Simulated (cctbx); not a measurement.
# Diagnosing a refinement

Cell a = 8.8600 Å, b = 8.8600 Å, c = 6.7290 Å, α = 90.00°, β = 90.00°, γ = 120.00°; space group P6_3/mcm (no. 193). The compound is La2Ce3Ge3.

The data are simulated with cctbx, not measured: Mo Kα, λ = 0.71073 Å, to d = 0.6 Å, 70 % of the full sphere, strongest reflection 70000 counts, noise from counting, a 1.5 % proportional error and a noise floor of 2 counts (s.d.); no absorption.

An anisotropic refinement with weights 1/σ² prints:

```text
Rint 0.019, 433 unique reflections to 0.60 A
cycle     R1     wR2    GooF  max shift (A)
   1  0.2003  0.4609  46.512   0.00500
   2  0.0835  0.2389  24.107   0.00007
final R1 0.0834 wR2 0.2389 GooF 24.106  parameters 10  data/parameter 43.3
atom        x        y        z      Ueq    occ   su(xyz)  su(Uiso or U11)
Os1    0.74472  0.74472  0.25000   0.0134  1.000  0.00019  0.0006
La1    0.33333  0.66667  0.50000   0.0009  1.000  0.00000  0.0005  NPD
Ge1    0.38537  0.38537  0.25000   0.0052  1.000  0.00042  0.0009
difference map: max 31.72 min -6.40 rms 2.00
Q1    0.3333  0.6667  0.0000    4   32.05  0.00 A from La1
Q2    0.0000  0.4104  0.7500    6   18.76  0.22 A from Ge1
Q3    0.0000  0.2484  0.2500    6    5.32  0.06 A from Os1
Q4    0.0527  0.3651  0.2500   12    2.78  0.84 A from Os1
Q5    0.1126  0.3219  0.2500   12    1.77  0.87 A from Os1
Q6    0.2205  0.5733  0.1021   24    1.75  1.15 A from La1
```

Q: Accept it or mend it, and why?

Mend it. The fault: wrong element: Os1 is Ce. Against the right model at the same level, R1 goes from 0.0042 to 0.0834 and GooF from 0.94 to 24.11, U of La1 shrinks from 0.0082 to 0.0009 Å², U of Ge1 shrinks from 0.0129 to 0.0052 Å², U of Os1 swells from 0.0101 to 0.0134 Å², the top difference peak, 32.0 e/Å³, lies on La1 and La1 goes non-positive-definite. Os1 has 18 electrons too many and its U swells to shed them, as expected.

The compound is La2Ce3Ge3. The right model at the same level gives:

```text
Rint 0.019, 433 unique reflections to 0.60 A
cycle     R1     wR2    GooF  max shift (A)
   1  0.0264  0.0707   7.137   0.00029
   2  0.0042  0.0093   0.941   0.00000
final R1 0.0042 wR2 0.0093 GooF 0.941  parameters 10  data/parameter 43.3
atom        x        y        z      Ueq    occ   su(xyz)  su(Uiso or U11)
Ce1    0.74500  0.74500  0.25000   0.0101  1.000  0.00001  0.0000
La1    0.33333  0.66667  0.50000   0.0082  1.000  0.00000  0.0000
Ge1    0.38591  0.38591  0.25000   0.0129  1.000  0.00002  0.0000
difference map: max 0.27 min -0.33 rms 0.06
Q1    0.1661  0.5045  0.7500   12    0.28  1.31 A from Ge1
Q2    0.0000  0.1379  0.0596   12    0.27  1.65 A from Ce1
Q3    0.0000  0.0641  0.2500    6    0.25  1.69 A from Ce1
Q4    0.0000  0.0000  0.1788    4    0.24  2.31 A from Ce1
Q5    0.1689  0.3254  0.2500   12    0.23  1.30 A from Ce1
Q6    0.0000  0.2415  0.7500    6    0.21  1.28 A from Ge1
```

The model was made for the exercise: a known structure type with other elements put in, its volume estimated, not relaxed; displacement parameters are assumed.

[Middle refinement cycles are left out of these outputs.]

[Logs are printed without paths, hosts, clocks, repeated set-up lines and the standing remarks that a program may print on its own settings, such as how far it seeks lower states.]
